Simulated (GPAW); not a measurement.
## Near-edge structure at the Ti K edge of TiAu (Pm-3m)

What does one-electron theory with a core hole give for the Ti K edge of TiAu (Pm-3m)?

Program: GPAW 26.7.0. Level of theory: X-ray absorption from dipole matrix elements to empty bands, plane-wave PAW LDA, without spin-orbit coupling. Results are calculated unless marked as measured.

## (1) Starting point

The structure is cubic, space group Pm-3m (No. 221). Conventional cell: a = 3.254 Å, b = 3.254 Å, c = 3.254 Å, α = 90.00°, β = 90.00°, γ = 90.00°. Nearest to Au lie 8 Ti at 2.82 Å. Nearest to Ti lie 8 Au at 2.82 Å. Farther neighbours are not listed.

Coordinates:

```cif
data_structure
_symmetry_space_group_name_H-M 'P 1'
_symmetry_Int_Tables_number 1
_cell_length_a 3.2540
_cell_length_b 3.2540
_cell_length_c 3.2540
_cell_angle_alpha 90.000
_cell_angle_beta 90.000
_cell_angle_gamma 90.000
_cell_volume 34.46
loop_
_atom_site_label
_atom_site_type_symbol
_atom_site_fract_x
_atom_site_fract_y
_atom_site_fract_z
_atom_site_occupancy
Au1 Au 0.00000 0.00000 0.00000 1
Ti2 Ti 0.50000 0.50000 0.50000 1
```

## (2) The field without a hole

A plain self-consistent run shows whether there is a gap, which decides the set-up of the core-hole run.

scf.py

```python
import numpy as np
from ase import Atoms
from ase.parallel import parprint, paropen
from gpaw import GPAW, PW, FermiDirac, Mixer, MixerDif, setup_paths
from gpaw.test import gen
setup_paths.insert(0, '.')
gen('Ti', name='nch1s', xcname='LDA', corehole=(1, 0, 0), write_xml=True)
from gpaw.mpi import world
world.barrier()

atoms = Atoms('AuTi',
    cell=[[3.254, 0, 0],
     [0, 3.254, 0],
     [0, 0, 3.254]],
    scaled_positions=[[0, 0, 0],
     [0.5, 0.5, 0.5]],
    pbc=True)
atoms.calc = calc = GPAW(legacy_gpaw=True, mode=PW(430, force_complex_dtype=True), xc='LDA', setups={1: 'nch1s'},
    kpts={'size': (8, 8, 8), 'gamma': True}, occupations=FermiDirac(0.05),
    charge=0, mixer=Mixer(0.1, 5, 50), maxiter=150,
    convergence={'density': 0.0001, 'eigenstates': 1e-6}, txt='scf.txt')
energy = atoms.get_potential_energy() + calc.get_reference_energy()
ef = calc.get_fermi_level()
out = dict(energy=energy, fermi=ef, forces=atoms.get_forces().tolist())
parprint(f'all-electron energy {energy:.4f} eV, Fermi level {ef:.4f} eV')
ev = np.array([[calc.get_eigenvalues(k, s) for k in range(len(calc.get_ibz_k_points()))] for s in range(calc.get_number_of_spins())])
out['homo'], out['lumo'], out['counts'] = ev[ev < ef].max(), ev[ev > ef].min(), sorted(set((ev < ef).sum((0, 2)).tolist()))
out['filled'] = (ev[:, 0] < ef).sum(1).tolist()
import json
with paropen('out.json', 'w') as f:
    json.dump(out, f)
```

Started as:

```bash
$ OMP_NUM_THREADS=1 mpirun -n 4 gpaw python scf.py
```

Numbers of over 12 decimals in the logs are rounded to 6 here.

The log of the run:

```text
Input parameters:
  convergence: {density: 0.0001,
                eigenstates: 1e-06}
  kpts: {gamma: True,
         size: (8, 8, 8)}
  maxiter: 150
  mixer: {backend: pulay,
          beta: 0.1,
          method: separate,
          nmaxold: 5,
          weight: 50}
  mode: {ecut: 430.0,
         force_complex_dtype: True,
         name: pw}
  occupations: {fixmagmom: False,
                name: fermi-dirac,
                width: 0.05}
  setups: {1: nch1s}

Initialize ...

[... PAW data sets ...]

Reference energy: -539487.521988  # eV

Spin-paired calculation

[... convergence settings ...]
Symmetries present (total): 48
  [... symmetry matrices ...]

512 k-points: 8 x 8 x 8 Monkhorst-Pack grid + [1/16,1/16,1/16]
35 k-points in the irreducible part of the Brillouin zone
       k-points in crystal coordinates                weights
   0:     0.00000000    0.00000000    0.00000000          1/512
   1:     0.12500000    0.00000000    0.00000000          6/512
   2:     0.12500000    0.12500000    0.00000000         12/512
   3:     0.12500000    0.12500000    0.12500000          8/512
   4:     0.25000000    0.00000000    0.00000000          6/512
   5:     0.25000000    0.12500000    0.00000000         24/512
   6:     0.25000000    0.12500000    0.12500000         24/512
   7:     0.25000000    0.25000000    0.00000000         12/512
   8:     0.25000000    0.25000000    0.12500000         24/512
   9:     0.25000000    0.25000000    0.25000000          8/512
          ...
  34:     0.50000000    0.50000000    0.50000000          1/512

Wave functions: Plane wave expansion
  Cutoff energy: 430.000 eV
  Number of coefficients (min, max): 672, 739
  Pulay-stress correction: 0.000000 eV/Ang^3 (de/decut=0.000000)
  Using FFTW library
  Wavefunction extrapolation:
    Improved wavefunction reuse through dual PAW basis

Occupation numbers: Fermi-Dirac:
  width: 0.0500  # eV

Eigensolver
   Davidson(niter=2)

Densities:
  Coarse grid: 16*16*16 grid
  Fine grid: 32*32*32 grid
  Total Charge: 0.000000

Density mixing:
  Method: separate
  Backend: pulay
  Linear mixing parameter: 0.1
  old densities: 5
  Width of damping distribution: 1.1
  Damping of long wavelength oscillations: 50

[... Hamiltonian set-up ...]
Number of atoms: 2
Number of atomic orbitals: 22
Number of bands in calculation: 18
Number of valence electrons: 23
Bands to converge: occupied

... initialized

Initializing position-dependent things.

Density initialized from atomic densities
Creating initial wave functions:
  18 bands from LCAO basis set

Positions:
   0 Au     0.000000    0.000000    0.000000    ( 0.0000,  0.0000,  0.0000)
   1 Ti     1.627000    1.627000    1.627000    ( 0.0000,  0.0000,  0.0000)

Unit cell:
           periodic     x           y           z      points  spacing
  1. axis:    yes    3.254000    0.000000    0.000000    16     0.2034
  2. axis:    yes    0.000000    3.254000    0.000000    16     0.2034
  3. axis:    yes    0.000000    0.000000    3.254000    16     0.2034

  Lengths:   3.254000   3.254000   3.254000
  Angles:   90.000000  90.000000  90.000000

Effective grid spacing dv^(1/3) = 0.2034

iter:   1   -14.098411
iter:   2   -13.202751   -1.44  -1.26
iter:   3   -12.569862   -0.98  -1.36
iter:   4   -12.483518   -2.29  -1.73
iter:   5   -12.502667   -2.10  -2.01
iter:   6   -12.466440   -2.21  -2.21
iter:   7   -12.457549   -3.12  -2.57
iter:   8   -12.457880c  -4.00  -3.00
iter:   9   -12.457145c  -3.83  -2.83
iter:  10   -12.457095c  -5.24  -3.31
iter:  11   -12.457091c  -6.77c -4.05c

Converged after 11 iterations.

Dipole moment: (0.000000, 0.000000, 0.000000) |e|*Ang

Energy contributions relative to reference atoms: (reference = -539487.521988)

Kinetic:        -11.598755
Potential:       +8.318960
External:        +0.000000
XC:              -9.314127
Entropy (-ST):   -0.033518
Local:           +0.153589
SIC:             +0.000000
--------------------------
Free energy:    -12.473850
Extrapolated:   -12.457091

Showing only first 2 kpts
 Kpt  Band  Eigenvalues  Occupancy
  0     9      4.95926    2.00000
  0    10      9.57478    0.01950
  0    11      9.57478    0.01950
  0    12     11.24416    0.00000

  1     9      4.99909    2.00000
  1    10      9.43845    0.26158
  1    11      9.60304    0.01113
  1    12     10.88955    0.00000

Fermi level: 9.34375

No gap
No difference between direct/indirect transitions

Forces in eV/Ang:
  0 Au   -0.00000   -0.00000    0.00000
  1 Ti    0.00000    0.00000    0.00000
Scalar-relativistic atomic LDA calculation for Ti (Titanium, Z=22)
Core hole in 1s state (1s occupation: 2.0)
600 radial gridpoints.
|------------------------------------------------|
|------------------------------------------------|
[... the atom generator's iteration count ...]

Energy contributions:
-------------------------
Kinetic:     +858.169401
XC:           -40.035523
Potential:  -1669.760805
-------------------------
Total:       -851.626927

state      eigenvalue         ekin         rmax
-----------------------------------------------
1s^2.0 :  -178.412898   235.142209        0.046
2s^2.0 :   -19.674824    40.676506        0.270
2p^6.0 :   -16.315972    39.591103        0.219
3s^2.0 :    -2.287902     8.427789        0.869
3p^6.0 :    -1.425558     7.161594        0.900
3d^2.0 :    -0.164024     3.704740        0.977
4s^2.0 :    -0.168799     0.875365        2.882
4p^0.0 :    -0.056429     0.465286        3.811
-----------------------------------------------
(units: Bohr and Hartree)

Generating PAW setup
Kinetic energy of the core from tauc = 793.509929
Cutoffs:
rc(s)=2.400
rc(p)=2.000
rc(d)=2.000
rc(vbar)=1.800
rc(comp)=2.300
rc(nct)=2.400

Kinetic energy of the core states: 789.184048
Charge: 0.0
Core electrons: 10.0
Valence electrons: 12.0
Pseudo-core charge: 0.000001
Shape function alpha=1.890
Pseudo-electron charge 6.382666
state    eigenvalue         norm
--------------------------------
3s(2) :    -2.287902     0.302066
4s(2) :    -0.168799     0.990650
3p(6) :    -1.425558     0.436626
4p(0) :    -0.056429     0.981035
3d(2) :    -0.164024     0.588737
*d    :     0.835976
--------------------------------

Diagonalizing with gridspacing h=0.050

state   all-electron     PAW
-------------------------------
3s:      -2.287902    -2.288205
3p:      -1.425558    -1.426242
3d:      -0.164024    -0.164519
*f:                    0.065395
-------------------------------
all-electron energy -539499.9791 eV, Fermi level 9.3437 eV
```

The job ended after 5.4 s (4 MPI ranks of Intel Xeon Platinum 8488C (Sapphire Rapids), shared host; peak memory 0.16 GiB).

The mesh shows no gap, so the system is treated as a metal and the core electron is put at the Fermi level (neutral cell).

## (3) Spectrum without a core hole, Ti atom 2

Without a hole the spectrum is the empty density of states of the right symmetry on the absorber, weighted by matrix elements. It needs only the small cell and serves as the baseline. The data set with a hole of occupation 0 only carries the core orbital.

The absorber has 8 Au at 2.82 Å and 6 Ti at 3.25 Å (cube and octahedron, as in bcc, site symmetry m-3m).

xas.py

```python
import numpy as np
from ase import Atoms
from ase.parallel import parprint, paropen
from gpaw import GPAW, PW, FermiDirac, Mixer, MixerDif, setup_paths
from gpaw.test import gen
setup_paths.insert(0, '.')
gen('Ti', name='nch1s', xcname='LDA', corehole=(1, 0, 0), write_xml=True)
from gpaw.mpi import world
world.barrier()

atoms = Atoms('AuTi',
    cell=[[3.254, 0, 0],
     [0, 3.254, 0],
     [0, 0, 3.254]],
    scaled_positions=[[0, 0, 0],
     [0.5, 0.5, 0.5]],
    pbc=True)
atoms.calc = calc = GPAW(legacy_gpaw=True, mode=PW(430, force_complex_dtype=True), xc='LDA', setups={1: 'nch1s'},
    kpts={'size': (10, 10, 10), 'gamma': True}, occupations=FermiDirac(0.1),
    charge=0, mixer=Mixer(0.1, 5, 50), maxiter=150,
    convergence={'density': 0.0001, 'eigenstates': 1e-6}, txt='scf.txt')
energy = atoms.get_potential_energy() + calc.get_reference_energy()
ef = calc.get_fermi_level()
out = dict(energy=energy, fermi=ef, forces=atoms.get_forces().tolist())
parprint(f'all-electron energy {energy:.4f} eV, Fermi level {ef:.4f} eV')
ev = np.array([[calc.get_eigenvalues(k, s) for k in range(len(calc.get_ibz_k_points()))] for s in range(calc.get_number_of_spins())])
out['homo'], out['lumo'], out['counts'] = ev[ev < ef].max(), ev[ev > ef].min(), sorted(set((ev < ef).sum((0, 2)).tolist()))
out['filled'] = (ev[:, 0] < ef).sum(1).tolist()

from ase.units import Ha
from gpaw.xas import dipole_matrix_elements
nb = int(calc.get_number_of_electrons() / 2) + 29
top = nb
nscf = calc.fixed_density(kpts={'size': (8, 8, 8), 'gamma': True},
    convergence={'eigenstates': 1.0}, txt='nscf.txt')
nscf.diagonalize_full_hamiltonian(nbands=nb)
cell = atoms.cell.array
ops = [cell.T @ U.T @ np.linalg.inv(cell.T) for U in nscf.wfs.kd.symmetry.op_scc]
E = np.arange(-25, 34, 0.1)
fwhm = np.interp(E, [4, 25], [0.94, 3.5])
Y, X, zero, highest = 0, 0, 1e9, 1e9
for spin in range(nscf.get_number_of_spins()):
    wfs = nscf.wfs
    mine = wfs.bd.get_slice()  # this rank's bands
    A = dipole_matrix_elements(wfs.setups[1])
    eps = np.zeros((wfs.kd.nibzkpts, nb))
    d = np.zeros((3, A.shape[1], wfs.kd.nibzkpts, nb), complex)
    for kpt in wfs.kpt_u:
        if kpt.s == spin and 1 in kpt.P_ani:
            eps[kpt.k, mine] = kpt.eps_n * Ha
            d[:, :, kpt.k, mine] = (kpt.weight * wfs.nspins / 2) ** 0.5 * np.inner(A, kpt.P_ani[1])
    world.sum(eps)
    world.sum(d)
    T = np.einsum('amkn,bmkn->abkn', d, d.conj()).real
    T = sum(np.einsum('ai,ijkn,bj->abkn', R, T, R) for R in ops) / len(ops)
    empty = eps > ef
    zero, highest = min(zero, eps[empty].min()), min(highest, eps[:, top - 1].min())
    lines = [(eps, T, empty)] if spin == 0 else lines + [(eps, T, empty)]
for eps, T, empty in lines:
    f = np.einsum('aakn->akn', T).reshape(3, -1)
    x = eps.ravel() - zero
    w = np.interp(x, E, fwhm) / 2.35482
    g = np.exp(-0.5 * ((E[:, None] - x) / w) ** 2) / (w * (2 * np.pi) ** 0.5)
    Y = Y + (f * empty.ravel()) @ g.T
    X = X + (f * ~empty.ravel()) @ g.T
out.update(E=E.round(2).tolist(), xas=Y.tolist(), xes=X.tolist(), zero=zero, valid=highest - zero, nk=len(eps), nb=nb)
for i in range(0, len(E), 10):
    parprint(f'{E[i]:7.2f}', *(f'{v:10.3e}' for v in Y[:, i]))
import json
with paropen('out.json', 'w') as f:
    json.dump(out, f)
```

Started as:

```bash
$ OMP_NUM_THREADS=1 mpirun -n 4 gpaw python xas.py
```

The log of the run:

```text
Input parameters:
  convergence: {density: 0.0001,
                eigenstates: 1e-06}
  kpts: {gamma: True,
         size: (10, 10, 10)}
  maxiter: 150
  mixer: {backend: pulay,
          beta: 0.1,
          method: separate,
          nmaxold: 5,
          weight: 50}
  mode: {ecut: 430.0,
         force_complex_dtype: True,
         name: pw}
  occupations: {fixmagmom: False,
                name: fermi-dirac,
[...]
*d    :     0.835976
--------------------------------

Diagonalizing with gridspacing h=0.050

state   all-electron     PAW
-------------------------------
3s:      -2.287902    -2.288205
3p:      -1.425558    -1.426242
3d:      -0.164024    -0.164519
*f:                    0.065395
-------------------------------
all-electron energy -539499.9841 eV, Fermi level 9.3074 eV
[...]
32.00  4.580e-07  4.580e-07  4.580e-07
  33.00  4.500e-07  4.500e-07  4.500e-07
[key lines of the parts left out:]
Converged after 12 iterations.
Dipole moment: (0.000000, 0.000000, 0.000000) |e|*Ang
Free energy:    -12.517611
Fermi level: 9.30741
```

Run time: 11 s. Hardware: 4 MPI ranks; peak memory 0.24 GiB.

The Ti K spectrum, Ti atom 2, no core hole (energy from the lowest empty level; intensity scaled to a mean of 1 over the first 20 eV):

```
E (eV)  intensity
  -2.0       0.00
  -1.4       0.00
  -0.8       0.03
  -0.2       0.35
   0.4       0.56
   1.0       0.27
   1.6       0.22
   2.2       0.29
   2.8       0.48
   3.4       0.57
   4.0       0.57
   4.6       0.59
   5.2       0.56
   5.8       0.56
   6.4       0.69
   7.0       0.74
   7.6       0.89
   8.2       0.99
   8.8       0.98
   9.4       1.06
  10.0       1.14
  10.6       1.14
  11.2       1.16
  11.8       1.24
  12.4       1.36
  13.0       1.44
  13.6       1.46
  14.2       1.50
  14.8       1.66
  15.4       1.87
  16.0       1.94
  16.6       1.77
  17.2       1.45
  17.8       1.16
  18.4       0.98
  19.0       0.90
  19.6       0.87
  20.2       0.87
  20.8       0.89
  21.4       0.94
  22.0       0.98
  22.6       1.00
  23.2       0.98
  23.8       0.92
  24.4       0.83
  25.0       0.76
  25.6       0.72
  26.2       0.72
  26.8       0.75
  27.4       0.80
  28.0       0.86
  28.6       0.89
  29.2       0.90
  29.8       0.89
  30.4       0.88
  31.0       0.88
  31.6       0.88
```

Main maxima below 30 eV (height): 0.3 eV (0.58), 4.7 eV (0.60), 15.9 eV (1.94), 22.6 eV (1.00) and 29.2 eV (0.90). A K edge sees empty p states. The weak features of the first eV are p character mixed into the empty d bands; the main 4p edge lies above them.

The same matrix elements for filled bands give the Ti K emission of Ti atom 2 (ground-state approximation; energy from the lowest empty level, largest value 1):

```
E (eV)  emission
-24.00      0.00
-23.25      0.00
-22.50      0.00
-21.75      0.00
-21.00      0.00
-20.25      0.00
-19.50      0.00
-18.75      0.00
-18.00      0.00
-17.25      0.00
-16.50      0.00
-15.75      0.00
-15.00      0.00
-14.25      0.00
-13.50      0.00
-12.75      0.00
-12.00      0.00
-11.25      0.00
-10.50      0.00
 -9.75      0.00
 -9.00      0.00
 -8.25      0.03
 -7.50      0.13
 -6.75      0.41
 -6.00      0.76
 -5.25      0.99
 -4.50      0.59
 -3.75      0.39
 -3.00      0.23
 -2.25      0.30
 -1.50      0.40
 -0.75      0.67
  0.00      0.32
  0.75      0.02
  1.50      0.00
  2.25      0.00
  3.00      0.00
```

Emission maxima: -5.2 eV (1.00) and -0.8 eV (0.67).

## (4) Supercell without a hole, the energy reference

The photon energy needs a difference of total energies, so the cell and mesh of the coming hole run are first run without a hole.

Changes to scf.py since step 2:

```diff
@@ -10,11 +10,17 @@
 
-atoms = Atoms('AuTi',
-    cell=[[3.254, 0, 0],
-     [0, 3.254, 0],
-     [0, 0, 3.254]],
+atoms = Atoms('Au4Ti4',
+    cell=[[3.254, 3.254, 3.254],
+     [-3.254, 3.254, -3.254],
+     [-3.254, -3.254, 3.254]],
     scaled_positions=[[0, 0, 0],
-     [0.5, 0.5, 0.5]],
+     [0, 0.5, 0.5],
+     [0.5, 0, 0.5],
+     [0.5, 0.5, 0],
+     [0.5, 0, 0],
+     [0.5, 0.5, 0.5],
+     [0, 0, 0.5],
+     [0, 0.5, 0]],
     pbc=True)
-atoms.calc = calc = GPAW(legacy_gpaw=True, mode=PW(430, force_complex_dtype=True), xc='LDA', setups={1: 'nch1s'},
-    kpts={'size': (8, 8, 8), 'gamma': True}, occupations=FermiDirac(0.05),
+atoms.calc = calc = GPAW(legacy_gpaw=True, mode=PW(430, force_complex_dtype=True), xc='LDA', setups={4: 'nch1s'},
+    kpts={'size': (5, 5, 5), 'gamma': True}, occupations=FermiDirac(0.1),
     charge=0, mixer=Mixer(0.1, 5, 50), maxiter=150,
```

Started as:

```bash
$ OMP_NUM_THREADS=1 mpirun -n 4 gpaw python scf.py
```

The log of the run:

```text
Input parameters:
  convergence: {density: 0.0001,
                eigenstates: 1e-06}
  kpts: {gamma: True,
         size: (5, 5, 5)}
  maxiter: 150
  mixer: {backend: pulay,
          beta: 0.1,
          method: separate,
          nmaxold: 5,
          weight: 50}
  mode: {ecut: 430.0,
         force_complex_dtype: True,
         name: pw}
  occupations: {fixmagmom: False,
                name: fermi-dirac,
[...]
4s(2) :    -0.168799     0.990650
3p(6) :    -1.425558     0.436626
4p(0) :    -0.056429     0.981035
3d(2) :    -0.164024     0.588737
*d    :     0.835976
--------------------------------

Diagonalizing with gridspacing h=0.050

state   all-electron     PAW
-------------------------------
3s:      -2.287902    -2.288205
3p:      -1.425558    -1.426242
3d:      -0.164024    -0.164519
*f:                    0.065395
-------------------------------
all-electron energy -2157999.9302 eV, Fermi level 9.3050 eV
[key lines of the parts left out:]
Converged after 16 iterations.
Dipole moment: (-0.000000, 0.000000, 0.000000) |e|*Ang
Free energy:    -50.066398
Fermi level: 9.30497
```

Wall time 22 s (4 MPI ranks); peak memory 0.24 GiB; 86 s of CPU time.

Reference energy: -2157999.930 eV with the cores included.

(Part 1 of 3 ends here.)

[Banner, clock and machine lines of the logs are left out without a mark of their own.]

[Logs are printed without paths, hosts, clocks, repeated set-up lines and the standing remarks that a program may print on its own settings, such as how far it seeks lower states.]

[Hosts, paths, dates, database ids (printed as entryN), source tags and the programs' standing remarks are cut or masked in the printed files.]

[Lists of maxima count a maximum above −3 eV only where it reaches 4 % of the highest in the window and stands out from its surroundings by 2 % of it (1.5 % where it reaches 55 %); shoulders and weaker maxima are passed over, and of the rest the first, up to two pre-edge ones and the few strongest are named.]
